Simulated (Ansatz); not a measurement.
# RbRuF3 (cubic perovskite) (Pm-3m): how robust is the cRPA U?

Wanted: the sensitivity and cost of U and J for RbRuF3 (cubic perovskite) (Pm-3m).

Method: constrained RPA on LDA, plane waves, PAW, in Ansatz 0.2.0.

The structure was built from a prototype and need not be the compound's stable phase.

## Step 1: The structure

Symmetry: Pm-3m, No. 221, cubic system. Conventional cell: a = 4.113 Å, b = 4.113 Å, c = 4.113 Å, α = 90.00°, β = 90.00°, γ = 90.00°. Nearest to Rb lie 12 F at 2.91 Å. Nearest to Ru lie 6 F at 2.06 Å. Nearest to F lie 2 Ru at 2.06 Å and 4 Rb at 2.91 Å. Farther neighbours and most contacts between anions are not listed.

Coordinates:

```cif
data_structure
_symmetry_space_group_name_H-M 'P 1'
_symmetry_Int_Tables_number 1
_cell_length_a 4.1126
_cell_length_b 4.1126
_cell_length_c 4.1126
_cell_angle_alpha 90.000
_cell_angle_beta 90.000
_cell_angle_gamma 90.000
_cell_volume 69.56
loop_
_atom_site_label
_atom_site_type_symbol
_atom_site_fract_x
_atom_site_fract_y
_atom_site_fract_z
_atom_site_occupancy
Rb1 Rb 0.00000 0.00000 0.00000 1
Ru2 Ru 0.50000 0.50000 0.50000 1
F3 F 0.50000 0.50000 0.00000 1
F4 F 0.50000 0.00000 0.50000 1
F5 F 0.00000 0.50000 0.50000 1
```

The structure was relaxed with LDA. The structure type comes from a generator and need not be one that this composition takes. The structure was generated from a model, not taken from a measurement. The runs that relaxed it are not among those shown. The program's search for lower electronic states was switched off, so nothing shows that the state found is the lowest. The default PAW set here is soft_2. Its files were made with PBE.

## Step 2: Base: Ru d, bands v3 to c2, 4×4×4 mesh, medium accuracy

Constrained RPA screens the interaction with every transition except those inside the target bands, which a later many-body model would treat itself.

The input, input.yaml:

```yaml
crystal:
  lattice:
    - [0.0, -4.11262159, 0.0]
    - [0.0, 0.0, 4.11262159]
    - [-4.11262159, 0.0, 0.0]
  atoms:
    - { symbol: Rb, position: [0.0, 0.0, 0.0] }
    - { symbol: Ru, position: [0.5, 0.5, 0.5] }
    - { symbol: F, position: [0.5, 0.5, 0.0] }
    - { symbol: F, position: [0.5, 0.0, 0.5] }
    - { symbol: F, position: [0.0, 0.5, 0.5] }
kpoints:
  mp_grid: { grid: [6, 6, 6] }
hamiltonian:
  xc: lda
scf:
  occupations: { method: gaussian, width: 0.08 }
  n_extra_bands: 19
  max_iter: 150
  lower_state_search: "off"
output:
  crpa:
    kmesh: [4, 4, 4]
    target_bands: [v3, c2]
    projections: [{ species: Ru, l: d, shell: 4 }]
  local_orbitals:
    kmesh: [8, 8, 8]
    orbitals: [{ species: Ru, l: d, shell: 4 }]
    window: { bands: [v3, c2] }
    seedname: lo
```

On the command line:

```bash
$ ansatz run input.yaml --threads 4 --pin off --max-ram 9216MiB --backend cpu --events-out ev --progress --plain --runs-dir out
```

Numbers of over 12 decimals in the logs are rounded to 6 here.

What it wrote:

```text
scf.n_extra_bands = 19 over 23 filled bands (N_el = 46.0): the run solves 42 bands
Engine: ansatz 0.2.0, x86_64-unknown-linux-gnu
Pseudopotentials: kind: paw
Pseudopotential: Rb, paw, valence charge 9, recommended cutoff 420 eV (normal), Rb.paw.azcp
Pseudopotential: Ru, paw, valence charge 16, recommended cutoff 420 eV (normal), Ru.paw.azcp
Pseudopotential: F, paw, valence charge 7, recommended cutoff 420 eV (normal), F.paw.azcp
Functional definition: SPW92
  exchange = slater_x
  correlation = pw_c
Crystal: 5 atoms, lattice volume = 69.559 Å³
Basis set: ecut = 420 eV, 1357 PW (Γ)
Bands: 42, of which v1, the nominal top of the filled ones, is band 23 counted from 1 (22 counted from 0)
Symmetry: 48 space group operations
Space group: Pm-3m (ITA 221), of the structure as read, at distance tolerance 4.1e-5 Å
k-points: 20 of 216
Non-local potential: Rb, projectors of the file, l = 0: 3, l = 1: 2, l = 2: 2
Non-local potential: Ru, projectors of the file, l = 0: 3, l = 1: 2, l = 2: 2, l = 3: 1
Non-local potential: F, projectors of the file, l = 0: 2, l = 1: 2, l = 2: 1
PAW form: soft (Blöchl's): semilocal exchange-correlation on the pseudo side does not see the compensation charge
PAW frozen core: Rb, regenerated for the run's functional, and the local potential with it (the file was generated under x = pbe(κ = 0.804, μ = 0.219515), c = pbe(β = 0.066725))
PAW frozen core: Ru, regenerated for the run's functional, and the local potential with it (the file was generated under x = pbe(κ = 0.804, μ = 0.219515), c = pbe(β = 0.066725))
PAW frozen core: F, regenerated for the run's functional, and the local potential with it (the file was generated under x = pbe(κ = 0.804, μ = 0.219515), c = pbe(β = 0.066725))
PAW one-centre angular grid: Rb, 110 points (default); XC on 64 Gauss nodes
PAW one-centre angular grid: Ru, 590 points (default); XC on 64 Gauss nodes
PAW one-centre angular grid: F, 110 points (default); XC on 64 Gauss nodes
Initial density: superposition of atomic densities (neutral atoms: chi_scale 0, normalization atom), corrected by the library's trained network
Initial wavefunctions: pseudopotential atomic-orbital guess
Functional: x = slater, c = lda
SCF iter   1: F=—  HF=-11310.419762 eV  |F-HF|=—  |Δ(HF+E_count)|=         —  Δρ=1.84e-2  dr2=1.59e-1  ethr=1.77e-3  ⟨swp⟩=6.0  Hψ=3916  notcnv=0  defer=141
preconditioner: auto → LDOS  [insulator: Δε(μ)=0.080 eV  Ē_g=21.043 eV  σ=0.080 eV  W_gap=0.51  n_scr=18 (ndim 8)  ℏωp=27.4 eV  f_vac=0.043  D(μ)=5.38/eV (n_scr^D=56)  ε∞_Penn≈2.7  β→1.0]
SCF iter   2: F=—  HF=-11310.384119 eV  |F-HF|=—  |Δ(HF+E_count)|=   3.56e-2  Δρ=1.06e-2  dr2=3.96e-2  ethr=3.45e-4  ⟨swp⟩=2.0  Hψ=1507  notcnv=0  defer=230
[...]
NSCF: frozen V_eff on 38 k-points
NSCF: frozen V_eff on 10 k-points
[...]
cRPA screening: q 1/64
cRPA screening: q 2/64
cRPA screening: q 8/64 (q-point 3)
cRPA screening: q 11/64 (q-point 6)
cRPA screening: q 23/64 (q-point 7)
cRPA screening: q 35/64 (q-point 11)
cRPA screening: q 38/64 (q-point 22)
cRPA screening: q 46/64 (q-point 23)
cRPA screening: q 58/64 (q-point 27)
cRPA screening: q 64/64 (q-point 43)
SCF converged after 8 iterations
Free energy (F): -11310.370807 eV
Harris-Foulkes:  -11310.370807 eV  (|F-HF|=8.93e-10)
Internal energy: -11310.353936 eV  (E = F + TS)
E sigma→0 (E₀):  -11310.362371 eV
Entropy (-TS):   -0.016871 eV (-3.374 meV/atom)
Fermi energy:    10.140976 eV
--- Per-component energies (eV) ---
  E_band       = -334.529834
  E_kinetic    = 1325.541614
  E_local      = -4345.009444  (includes V_loc(G=0)·N_el)
  E_nonlocal   = 760.816961
  E_hartree    = 1534.151148
  E_xc         = -550.645987
  E_vxc        = -675.682504  (∫ρ·V_xc dr)
  E_paw        = -6429.798626  (= ΣΔE_a)
  E_vpaw       = -468.502691  (= ΣTr[D̂ρ^β])
  E_aug_tail   = 0.006123  (compensation charges beyond the density's cutoff)
  E_ewald      = -3606.598424
  E_core_change = 1.182699  (= ΣΔE_core)
  E_smearing   = -0.016871  (= −TS)
  E_closure    = 0.000000  (closes the sum)
  Σ components = -11310.370807   (vs F -11310.370807, Δ=0.00e0)
--- Band table (eV; the first three rows and the last of 20) ---
  k-point 0: bands = [... 19 lower, 4.3063, 8.5104, 8.5104, 8.5104, 9.8344, 9.8344, 11.9838, 14.6296, ... 15 higher]
  k-point 1: bands = [... 19 lower, 4.2190, 8.5276, 8.7917, 8.7917, 9.8420, 10.3799, 12.5066, 14.8632, ... 15 higher]
  k-point 2: bands = [... 19 lower, 4.0701, 8.5625, 9.3329, 9.3329, 9.8558, 11.1724, 13.7711, 15.3652, ... 15 higher]
  k-point 19: bands = [... 19 lower, 4.6087, 10.2871, 10.2871, 10.2871, 13.1924, 13.1924, 15.0626, 15.0626, ... 15 higher]
--- cRPA (band scheme, projected local orbitals): target bands 21..25 (1-based), 5 Wannier function(s), 4×4×4 mesh, 50 bands' worth read of 55 solved, ecut_chi 136.0 eV, v(q+G=0) probe_charge, pair densities all_electron ---
  bands read: the sum over 50 bands ends inside a degenerate multiplet in 15 slots, whose members it reads at an even weight; the widest, k=42: bands 49 to 51 (counted from 1) at 2/3 each
  χ-basis size per q: N_G = 236..280
  window electrons = 6.0000, filled by tetrahedron_uncorrected; constrained ε̄⁻¹(q = 0, 0) head = 0.346432; min gauge Gram eig = 0.6898
  Kanamori averages over each shell's own Wannier functions (sites counted from 0, functions from 1):
    Site 1, 4D, 5 of 5 d orbitals (Wannier functions 1, 2, 3, 4, 5; wannier90's mr 1, 2, 3, 4, 5):
      screened: U = 5.3096 eV, U' = 4.4998 eV, J = 0.3949 eV
      screened d-shell averages: U_bar = F0 = 4.6618 eV, J_bar = 0.5569 eV
      screened, to within: U = 1.1e-2 eV, U' = 1.1e-2 eV, J = 7.8e-4 eV
      screened d-shell averages, to within: U_bar = 9.5e-3 eV, J_bar = 1.2e-3 eV
      bare: V = 14.5537 eV, V' = 13.4575 eV, J = 0.5190 eV
      bare d-shell averages: V_bar = F0 = 13.6767 eV, J_bar = 0.7383 eV
  Hermiticity witness max|P − P†| over intra, direct and exchange elements: 8.88e-15 eV (screened), 1.78e-15 eV (bare)
  Reality witness max|Im| over intra, direct and exchange elements: 3.62e-18 eV (screened), 1.05e-17 eV (bare)
```

The job ended after 40 s (4 threads of Intel Xeon 6975P-C (Granite Rapids), shared host; peak memory 0.66 GiB).

The column dr2 measures how far the density is from self-consistency, as an energy; F and HF (Harris–Foulkes) agree once it is small.

This step gave:

```yaml
u: 5.310 eV
u_prime_inter_orbital: 4.500 eV
j: 0.3949 eV
bare_v: 14.55 eV
bare_j: 0.5190 eV
stated_bound_on_u: 0.01093 eV
u_over_bare_v: 0.3648
electrons_in_the_window: 6.000
head_of_the_constrained_inverse_dielectric_matrix: 0.3464
least_eigenvalue_of_the_projection_s_overlap: 0.6898
target_functions: 5
bands_in_the_sums: 50
r_m_s_miss_of_the_model_bands: 9.55e-5 eV
width_of_the_target_bands: 4.682 eV
weight_of_the_projected_orbitals_in_the_window: 0.8387
```

On the Ru d shell, screening brings the on-site interaction from 14.6 eV down to U = 5.31 eV.

## Step 3: Changed: 2×2×2 mesh

input.yaml, as its differences from that of step 2:

```diff
@@ -22,9 +22,4 @@
   crpa:
-    kmesh: [4, 4, 4]
+    kmesh: [2, 2, 2]
     target_bands: [v3, c2]
     projections: [{ species: Ru, l: d, shell: 4 }]
-  local_orbitals:
-    kmesh: [8, 8, 8]
-    orbitals: [{ species: Ru, l: d, shell: 4 }]
-    window: { bands: [v3, c2] }
-    seedname: lo
```

What it wrote:

```text
[...]
Crystal: 5 atoms, lattice volume = 69.559 Å³
Basis set: ecut = 420 eV, 1357 PW (Γ)
Bands: 42, of which v1, the nominal top of the filled ones, is band 23 counted from 1 (22 counted from 0)
Symmetry: 48 space group operations
[...]
k-points: 20 of 216
[...]
SCF iter   1: F=—  HF=-11310.419762 eV  |F-HF|=—  |Δ(HF+E_count)|=         —  Δρ=1.84e-2  dr2=1.59e-1  ethr=1.77e-3  ⟨swp⟩=6.0  Hψ=3916  notcnv=0  defer=141
[...]
SCF iter   8: F=-11310.370807 eV  HF=-11310.370807 eV  |F-HF|=8.93e-10  |Δ(HF+E_count)|=   1.85e-8  Δρ=1.83e-6  dr2=1.30e-9  ethr=2.17e-10  ⟨swp⟩=9.8  Hψ=3796  notcnv=0
SCF 1 converged in 8 iterations: F = -11310.370807 eV  dr2 = 1.30e-9
[...]
NSCF: frozen V_eff on 4 k-points
[...]
cRPA screening: q 1/8
cRPA screening: q 2/8
cRPA screening: q 5/8 (q-point 4)
cRPA screening: q 8/8
SCF converged after 8 iterations
Free energy (F): -11310.370807 eV
[...]
Internal energy: -11310.353936 eV  (E = F + TS)
E sigma→0 (E₀):  -11310.362371 eV
Entropy (-TS):   -0.016871 eV (-3.374 meV/atom)
Fermi energy:    10.140976 eV
[...]
--- Band table (eV; the first three rows and the last of 20) ---
  k-point 0: bands = [... 19 lower, 4.3063, 8.5104, 8.5104, 8.5104, 9.8344, 9.8344, 11.9838, 14.6296, ... 15 higher]
  k-point 1: bands = [... 19 lower, 4.2190, 8.5276, 8.7917, 8.7917, 9.8420, 10.3799, 12.5066, 14.8632, ... 15 higher]
  k-point 2: bands = [... 19 lower, 4.0701, 8.5625, 9.3329, 9.3329, 9.8558, 11.1724, 13.7711, 15.3652, ... 15 higher]
  k-point 19: bands = [... 19 lower, 4.6087, 10.2871, 10.2871, 10.2871, 13.1924, 13.1924, 15.0626, 15.0626, ... 15 higher]
[...]
χ-basis size per q: N_G = 236..280
[...]
screened: U = 5.6281 eV, U' = 4.7992 eV, J = 0.4031 eV
      screened d-shell averages: U_bar = F0 = 4.9650 eV, J_bar = 0.5689 eV
      screened, to within: U = 1.1e-2 eV, U' = 1.1e-2 eV, J = 7.7e-4 eV
      screened d-shell averages, to within: U_bar = 9.3e-3 eV, J_bar = 1.2e-3 eV
      bare: V = 14.8686 eV, V' = 13.7590 eV, J = 0.5283 eV
      bare d-shell averages: V_bar = F0 = 13.9809 eV, J_bar = 0.7502 eV
[...]
```

Run time: 4.9 s. Hardware: 4 threads; peak memory 0.55 GiB.

Numbers from this step:

```yaml
u: 5.628 eV
u_prime_inter_orbital: 4.799 eV
j: 0.4031 eV
bare_v: 14.87 eV
bare_j: 0.5283 eV
stated_bound_on_u: 0.01067 eV
u_over_bare_v: 0.3785
electrons_in_the_window: 6.000
head_of_the_constrained_inverse_dielectric_matrix: 0.3228
least_eigenvalue_of_the_projection_s_overlap: 0.6898
target_functions: 5
bands_in_the_sums: 50
width_of_the_target_bands: 4.682 eV
weight_of_the_projected_orbitals_in_the_window: 0.8387
```

On the Ru d shell, screening brings the on-site interaction from 14.9 eV down to U = 5.63 eV.

## Step 4: Changed: 6×6×6 mesh

input.yaml, as its differences from that of step 3:

```diff
@@ -22,3 +22,3 @@
   crpa:
-    kmesh: [2, 2, 2]
+    kmesh: [6, 6, 6]
     target_bands: [v3, c2]
```

What it wrote:

```text
[...]
Crystal: 5 atoms, lattice volume = 69.559 Å³
Basis set: ecut = 420 eV, 1357 PW (Γ)
Bands: 42, of which v1, the nominal top of the filled ones, is band 23 counted from 1 (22 counted from 0)
Symmetry: 48 space group operations
[...]
k-points: 20 of 216
[...]
χ-basis size per q: N_G = 236..280
[...]
screened: U = 5.2825 eV, U' = 4.4733 eV, J = 0.3946 eV
      screened d-shell averages: U_bar = F0 = 4.6351 eV, J_bar = 0.5565 eV
      screened, to within: U = 1.1e-2 eV, U' = 1.1e-2 eV, J = 7.7e-4 eV
      screened d-shell averages, to within: U_bar = 9.5e-3 eV, J_bar = 1.2e-3 eV
      bare: V = 14.5325 eV, V' = 13.4367 eV, J = 0.5188 eV
      bare d-shell averages: V_bar = F0 = 13.6558 eV, J_bar = 0.7379 eV
[...]
[key lines of the parts left out:]
SCF converged after 8 iterations
Free energy (F): -11310.370807 eV
Fermi energy:    10.140976 eV
```

Wall time 4 min (4 threads); peak memory 0.88 GiB; 15 min of CPU time.

This step gave:

```yaml
u: 5.282 eV
u_prime_inter_orbital: 4.473 eV
j: 0.3946 eV
bare_v: 14.53 eV
bare_j: 0.5188 eV
stated_bound_on_u: 0.01096 eV
u_over_bare_v: 0.3635
electrons_in_the_window: 6.000
head_of_the_constrained_inverse_dielectric_matrix: 0.3474
least_eigenvalue_of_the_projection_s_overlap: 0.6898
target_functions: 5
bands_in_the_sums: 50
width_of_the_target_bands: 4.682 eV
weight_of_the_projected_orbitals_in_the_window: 0.8387
```

On the Ru d shell, screening brings the on-site interaction from 14.5 eV down to U = 5.28 eV.

## Step 5: Changed: sums over states

input.yaml, as its differences from that of step 4:

```diff
@@ -22,4 +22,7 @@
   crpa:
-    kmesh: [6, 6, 6]
+    kmesh: [4, 4, 4]
     target_bands: [v3, c2]
     projections: [{ species: Ru, l: d, shell: 4 }]
+    accuracy: sum_over_states
+    n_empty_bands: 92
+    ecut_chi: 250
```

What it wrote:

```text
[...]
Crystal: 5 atoms, lattice volume = 69.559 Å³
Basis set: ecut = 420 eV, 1357 PW (Γ)
Bands: 42, of which v1, the nominal top of the filled ones, is band 23 counted from 1 (22 counted from 0)
Symmetry: 48 space group operations
[...]
k-points: 20 of 216
[...]
χ-basis size per q: N_G = 610..647
[...]
U and J over all bands: no bound (output.crpa.accuracy: sum_over_states); those below are of the sums over the bands read on the sphere of ecut_chi, with what the atoms add
[...]
screened: U = 5.3732 eV, U' = 4.5109 eV, J = 0.4206 eV
      screened d-shell averages: U_bar = F0 = 4.6834 eV, J_bar = 0.5931 eV
      bare: V = 14.5537 eV, V' = 13.4575 eV, J = 0.5190 eV
      bare d-shell averages: V_bar = F0 = 13.6767 eV, J_bar = 0.7383 eV
[...]
[key lines of the parts left out:]
SCF converged after 8 iterations
Free energy (F): -11310.370807 eV
Fermi energy:    10.140976 eV
```

The job ended after 9.3 s (4 threads; peak memory 0.72 GiB).

This variant gives U = 5.37 eV against 5.31 eV. It is a finite sum over empty states with no bound on its error and stays out of the table below.

## Step 6: Changed: accuracy high

input.yaml, as its differences from that of step 5:

```diff
@@ -25,4 +25,2 @@
     projections: [{ species: Ru, l: d, shell: 4 }]
-    accuracy: sum_over_states
-    n_empty_bands: 92
-    ecut_chi: 250
+    accuracy: high
```

What it wrote:

```text
[...]
Crystal: 5 atoms, lattice volume = 69.559 Å³
Basis set: ecut = 420 eV, 1357 PW (Γ)
Bands: 42, of which v1, the nominal top of the filled ones, is band 23 counted from 1 (22 counted from 0)
Symmetry: 48 space group operations
[...]
k-points: 20 of 216
[...]
χ-basis size per q: N_G = 236..280
[...]
screened: U = 5.3113 eV, U' = 4.5013 eV, J = 0.3951 eV
      screened d-shell averages: U_bar = F0 = 4.6633 eV, J_bar = 0.5571 eV
      screened, to within: U = 5.3e-4 eV, U' = 5.3e-4 eV, J = 5.3e-5 eV
      screened d-shell averages, to within: U_bar = 4.4e-4 eV, J_bar = 7.5e-5 eV
      bare: V = 14.5537 eV, V' = 13.4575 eV, J = 0.5190 eV
      bare d-shell averages: V_bar = F0 = 13.6767 eV, J_bar = 0.7383 eV
[...]
[key lines of the parts left out:]
SCF converged after 8 iterations
Free energy (F): -11310.370807 eV
Fermi energy:    10.140976 eV
```

Wall time 66 s (4 threads); peak memory 0.75 GiB; 4.1 min of CPU time.

Numbers from this step:

| Quantity | Value |
| --- | --- |
| U | 5.311 eV |
| U prime (inter-orbital) | 4.501 eV |
| J | 0.3951 eV |
| bare V | 14.55 eV |
| bare J | 0.5190 eV |
| stated bound on U | 5.23e-4 eV |
| U over bare V | 0.3649 |
| electrons in the window | 6.000 |
| head of the constrained inverse dielectric matrix | 0.3465 |
| least eigenvalue of the projection's overlap | 0.6898 |
| target functions | 5 |
| bands in the sums | 50 |
| width of the target bands | 4.682 eV |
| weight of the projected orbitals in the window | 0.8387 |

On the Ru d shell, screening brings the on-site interaction from 14.6 eV down to U = 5.31 eV.

[end of part 1 of 2]

[Paths, hosts, dates, memory and timing lines, banners, echoed tables and standing remarks are left out of the program output.]

[Logs are printed without paths, hosts, clocks, repeated set-up lines and the standing remarks that a program may print on its own settings, such as how far it seeks lower states.]

[Runs of the session that timed out or met a known fault of the program may be left out.]

[Hosts, paths, dates, database ids (printed as entryN), source tags and the programs' standing remarks are cut or masked in the printed files.]
